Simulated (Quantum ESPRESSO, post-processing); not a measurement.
# WSi2N4, 1 layer: a series in the field along the normal, part 4 of 4

Aim: how the results for WSi2N4, 1 layer change with the field along the normal.

Quantum ESPRESSO 7.5; plane-wave DFT, PBE, GBRV ultrasoft pseudopotentials.

So far. Step 2 (Relaxing cell and ions of the reference):  The last row is no step: it is a fresh SCF in the final cell with a new plane-wave basis, +2 meV from the row before. Step 5 (Bands along a path, 0 V/Å): Along this path the valence top lies at Γ and the conduction bottom at M.

## Step 7: Self-consistent run, 0.4 V/Å

m9.scf.in

```
&control
  prefix = 'm9.scf'
  outdir = './out'
  pseudo_dir = './pseudo'
  calculation = 'scf'
  tprnfor = .true.
  tefield = .true.
  dipfield = .true.
/
&system
  ibrav = 0
  nat = 7
  ntyp = 3
  ecutwfc = 40
  ecutrho = 200
  occupations = 'smearing'
  smearing = 'fd'
  degauss = 0.002
  edir = 3
  emaxpos = 0.97
  eopreg = 0.04
  eamp = 0.00777876
  nbnd = 27
/
&electrons
  conv_thr = 1e-09
  mixing_beta = 0.4
  electron_maxstep = 120
  mixing_mode = 'plain'
  startingpot = 'file'
/
ATOMIC_SPECIES
  N   14.0070  n_pbe_v1.2.uspp.F.UPF
  Si  28.0850  si_pbe_v1.uspp.F.UPF
  W   183.8400  w_pbe_v1.2.uspp.F.UPF
CELL_PARAMETERS angstrom
  2.89236552800000 0.00000000000000 0.00000000000000
  -1.44618276400000 2.50486202400000 0.00000000000000
  0.00000000000000 0.00000000000000 24.10102208300000
ATOMIC_POSITIONS crystal
  N   0.000000000000 0.000000000000 0.353136734500
  Si  0.333333333300 0.666666666700 0.374745445800
  N   0.333333333300 0.666666666700 0.447447490200
  W   0.000000000000 0.000000000000 0.500000000000
  N   0.333333333300 0.666666666700 0.552552509800
  Si  0.333333333300 0.666666666700 0.625254554200
  N   0.000000000000 0.000000000000 0.646863265500
K_POINTS automatic
  12 12 1 0 0 0
```

Launch:

```bash
> cp -r out/m0.scf.save out/m9.scf.save
> OMP_NUM_THREADS=1 mpirun -n 4 pw.x -nk 4 -in m9.scf.in > m9.scf.out
```

The log of the run:

```text
[banner, memory and clock lines left out]
Program PWSCF v.7.5 starts
[...]
number of electrons       =        42.00
     number of Kohn-Sham states=           27
     kinetic-energy cutoff     =      40.0000  Ry
     charge density cutoff     =     200.0000  Ry
[...]
number of k points=    74  Fermi-Dirac smearing, width (Ry)=  0.0020
[...]
Dense  grid:    56473 G-vectors     FFT dimensions: (  25,  25, 216)
[...]
The initial density is read from file :
[...]
negative rho (up, down):  6.872E-02 0.000E+00
[...]
Starting wfcs are   37 randomized atomic wfcs
[...]
negative rho (up, down):  6.873E-02 0.000E+00
[...]
estimated scf accuracy    <       0.08170420 Ry
[...]
negative rho (up, down):  6.873E-02 0.000E+00
[...]
estimated scf accuracy    <       0.49127469 Ry
[...]
negative rho (up, down):  6.871E-02 0.000E+00
[...]
estimated scf accuracy    <       0.00150723 Ry
[...]
negative rho (up, down):  6.871E-02 0.000E+00
[...]
estimated scf accuracy    <       0.00004122 Ry
[...]
negative rho (up, down):  6.871E-02 0.000E+00
[...]
estimated scf accuracy    <       0.00000669 Ry
[...]
negative rho (up, down):  6.871E-02 0.000E+00
[...]
estimated scf accuracy    <       0.00000127 Ry
[...]
negative rho (up, down):  6.871E-02 0.000E+00
[...]
estimated scf accuracy    <       0.00000022 Ry
[...]
negative rho (up, down):  6.871E-02 0.000E+00
[...]
estimated scf accuracy    <       0.00000004 Ry
[...]
negative rho (up, down):  6.871E-02 0.000E+00
[...]
estimated scf accuracy    <       0.00000001 Ry
[...]
negative rho (up, down):  6.871E-02 0.000E+00
[...]
estimated scf accuracy    <          4.1E-09 Ry
[...]
negative rho (up, down):  6.871E-02 0.000E+00
[...]
Computed dipole along edir(3) :
        Dipole                0.2376 Ry au,          0.6040 Debye
        Dipole field          0.0025 Ry au,
        E field amplitude [Ha a.u.]:  7.7788E-03
        Potential amp.        0.4586 Ry
        Total length         43.7226 bohr
[...]
the Fermi energy is     3.1385 ev
!    total energy              =    -259.36434031 Ry
     estimated scf accuracy    <          5.5E-10 Ry
     smearing contrib. (-TS)   =       0.00000000 Ry
     internal energy E=F+TS    =    -259.36434031 Ry
[...]
one-electron contribution =   -2960.16144369 Ry
     hartree contribution      =    1488.35614676 Ry
     xc contribution           =     -72.09769078 Ry
     ewald contribution        =    1284.54174228 Ry
     electric field correction =      -0.00309487 Ry
     convergence has been achieved in  11 iterations
     negative rho (up, down):  6.871E-02 0.000E+00
[...]
Total force =     0.020012     Total SCF correction =     0.000076
[...]
```

Elapsed: 84 s, on 4 MPI ranks of Arm Neoverse V1, shared host; peak memory 0.67 GiB.

This step gave:

```
free energy                          : -3528.8316 eV
Fermi energy                         : 3.139 eV
dipole along the normal              : 0.1257 e·Å
valence top, on the run's zero       : 2.035 eV
conduction bottom, on the run's zero : 4.397 eV
gap by band count                    : 2.363 eV
```

## Step 8: Self-consistent run, -0.4 V/Å

m10.scf.in, as its differences from the input of step 7:

```diff
@@ -1,3 +1,3 @@
 &control
-  prefix = 'm9.scf'
+  prefix = 'm10.scf'
   outdir = './out'
@@ -21,3 +21,3 @@
   eopreg = 0.04
-  eamp = 0.00777876
+  eamp = -0.00777876
   nbnd = 27
```

Launch:

```bash
> cp -r out/m0.scf.save out/m10.scf.save
> OMP_NUM_THREADS=1 mpirun -n 4 pw.x -nk 4 -in m10.scf.in > m10.scf.out
```

The log of the run:

```text
[banner, memory and clock lines left out]
Program PWSCF v.7.5 starts
[...]
number of electrons       =        42.00
     number of Kohn-Sham states=           27
     kinetic-energy cutoff     =      40.0000  Ry
     charge density cutoff     =     200.0000  Ry
[...]
number of k points=    74  Fermi-Dirac smearing, width (Ry)=  0.0020
[...]
Dense  grid:    56473 G-vectors     FFT dimensions: (  25,  25, 216)
[...]
The initial density is read from file :
[...]
negative rho (up, down):  6.872E-02 0.000E+00
[...]
Starting wfcs are   37 randomized atomic wfcs
[...]
negative rho (up, down):  6.873E-02 0.000E+00
[...]
estimated scf accuracy    <       0.08168132 Ry
[...]
negative rho (up, down):  6.873E-02 0.000E+00
[...]
estimated scf accuracy    <       0.49059349 Ry
[...]
negative rho (up, down):  6.871E-02 0.000E+00
[...]
estimated scf accuracy    <       0.00150586 Ry
[...]
negative rho (up, down):  6.871E-02 0.000E+00
[...]
estimated scf accuracy    <       0.00004057 Ry
[...]
negative rho (up, down):  6.871E-02 0.000E+00
[...]
estimated scf accuracy    <       0.00000684 Ry
[...]
negative rho (up, down):  6.871E-02 0.000E+00
[...]
estimated scf accuracy    <       0.00000126 Ry
[...]
negative rho (up, down):  6.871E-02 0.000E+00
[...]
estimated scf accuracy    <       0.00000021 Ry
[...]
negative rho (up, down):  6.871E-02 0.000E+00
[...]
estimated scf accuracy    <       0.00000004 Ry
[...]
negative rho (up, down):  6.871E-02 0.000E+00
[...]
estimated scf accuracy    <       0.00000001 Ry
[...]
negative rho (up, down):  6.871E-02 0.000E+00
[...]
estimated scf accuracy    <          4.1E-09 Ry
[...]
negative rho (up, down):  6.871E-02 0.000E+00
[...]
Computed dipole along edir(3) :
        Dipole               -0.2376 Ry au,         -0.6040 Debye
        Dipole field         -0.0025 Ry au,
        E field amplitude [Ha a.u.]: -7.7788E-03
        Potential amp.       -0.4586 Ry
        Total length         43.7226 bohr
[...]
the Fermi energy is     3.0084 ev
!    total energy              =    -259.36434022 Ry
     estimated scf accuracy    <          5.8E-10 Ry
     smearing contrib. (-TS)   =       0.00000000 Ry
     internal energy E=F+TS    =    -259.36434022 Ry
[...]
one-electron contribution =   -2960.16145529 Ry
     hartree contribution      =    1488.35615776 Ry
     xc contribution           =     -72.09769015 Ry
     ewald contribution        =    1284.54174228 Ry
     electric field correction =      -0.00309482 Ry
     convergence has been achieved in  11 iterations
     negative rho (up, down):  6.871E-02 0.000E+00
[...]
Total force =     0.020013     Total SCF correction =     0.000077
[...]
```

The job ended after 84 s (4 MPI ranks; peak memory 0.82 GiB; 5.6 min of CPU time).

Numbers from this step:

- Fermi energy: 3.008 eV
- dipole along the normal: -0.1257 e·Å
- valence top, on the run's zero: 1.905 eV
- conduction bottom, on the run's zero: 4.267 eV

## Step 9: The series side by side

The series in one table, energies over the lowest:

```csv
the field along the normal,dipole (e Å),gap along the path (eV),"upper vacuum line at the top atoms, over the zero (eV)","lower vacuum line at the bottom atoms, over the zero (eV)",energy (eV)
-0.4 V/Å,-0.1257,2.363,5.519,5.21,0.0000
-0.3 V/Å,-0.09429,2.393,5.478,5.246,0.0110
-0.2 V/Å,-0.0629,2.418,5.437,5.282,0.0189
-0.1 V/Å,-0.0314,2.434,5.396,5.32,0.0236
-0.05 V/Å,-0.01566,2.438,5.377,5.34,0.0247
0 V/Å,-0,2.44,5.358,5.358,0.0251
0.05 V/Å,0.01566,2.438,5.34,5.377,0.0247
0.1 V/Å,0.0314,2.434,5.32,5.397,0.0236
0.2 V/Å,0.0629,2.418,5.282,5.437,0.0189
0.3 V/Å,0.09429,2.393,5.246,5.478,0.0110
0.4 V/Å,0.1257,2.363,5.21,5.519,0.0000
```

## Step 10: Worked from the printed numbers

4πα/A = 180.95 × 0.3138 e Å²/V / 7.245 Å² = 7.84 Å.

In linear response the energy changes by −(p₀ + p)E/2: at 0.2 V/Å, −(-0.0000 + 0.0629) × 0.2/2 = -0.0063 eV; the runs give -0.0063 eV.

## Step 11: What came out

```yaml
4pi_alpha_a_from_the_weak_fields: 7.84 Å
gap_along_the_path_at_minus_0p4_v_a_and_at_0p4_v_a: 2.36, 2.36 eV
upper_vacuum_line_at_the_top_atoms_over_the_zero_at_minus_0p4_v_a_and_at_0p4_v_a: 5.52, 5.21 eV
lower_vacuum_line_at_the_bottom_atoms_over_the_zero_at_minus_0p4_v_a_and_at_0p4_v_a: 5.21, 5.52 eV
```

The series holds 11 members; 4πα/A from the weak fields: 7.84 Å (PBE, GBRV ultrasoft). The strongest fields leave the weak-field line by 0.2 % of the induced dipole. From -0.4 V/Å to 0.4 V/Å the gap along the path goes from 2.36 to 2.36 eV by way of 2.44 at 0 V/Å. From -0.4 V/Å to 0.4 V/Å the upper vacuum line at the top atoms, over the zero falls from 5.52 to 5.21 eV. From -0.4 V/Å to 0.4 V/Å the lower vacuum line at the bottom atoms, over the zero rises from 5.21 to 5.52 eV. Ions are held; semilocal gaps are too small; in strong fields empty levels can belong to the vacuum.

[Logs are printed without paths, hosts, clocks, repeated set-up lines and the standing remarks that a program may print on its own settings, such as how far it seeks lower states.]

[Hosts, paths, dates, database ids (printed as entryN), source tags and the programs' standing remarks are cut or masked in the printed files.]

[Maps of the electrostatic potential energy from Ansatz leave out the sawtooth potential of an applied field or a dipole correction, so their vacuum need not be flat; planar profiles and work functions include it.]
